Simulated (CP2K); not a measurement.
Two runs for the O K edge of methyl formate. Run A: CP2K XAS_TDP, all-electron GAPW, PBEh(45%), aug-cc-pVDZ, TDA, no relativity. Run B differs in one setting.

First lines with a strength over 0.0015. A:

```
              atom  energy (eV)  states  strength, one atom
O2 (bonded to 2 C)       530.64       1              0.0192
                         532.42       1              0.0283
                         533.59       1              0.0045
                         534.82       1              0.0201
                         535.07       1              0.0084
  O4 (bonded to C)       527.37       1              0.0414
                         532.61       1              0.0028
                         532.75       1              0.0016
                         533.37       1              0.0021
                         534.44       1              0.0077
```

B:

```
              atom  energy (eV)  states  strength, one atom
O2 (bonded to 2 C)       511.24       1              0.0121
                         513.21       1              0.0027
                         515.15       1              0.0032
                         515.54       1              0.0017
                         515.99       1              0.0140
  O4 (bonded to C)       509.83       1              0.0263
                         513.95       1              0.0026
                         515.39       1              0.0038
                         515.98       1              0.0039
                         516.45       1              0.0049
```

Question: Which was it: scalar relativity switched on, the basis, the functional, GW2X switched on?

The functional (functional from PBEh(45%) to PBE; the lines alone don't name the new value). A functional moves all lines by electronvolts and changes their spacings and strengths. Against PBEh(45%) in aug-cc-pVDZ, the leading lines move by -19.40 eV (O2, to 511.24) and -17.54 eV (O4, to 509.83); the strength of O2's goes from 0.0192 to 0.0121. The next line of O2 over the strength cut lies 1.97 eV higher, against 1.78.

[Banner, clock and machine lines of the logs are left out without a mark of their own.]

[Logs are printed without paths, hosts, clocks, repeated set-up lines and the standing remarks that a program may print on its own settings, such as how far it seeks lower states.]

[Hosts, paths, dates, database ids (printed as entryN), source tags and the programs' standing remarks are cut or masked in the printed files.]
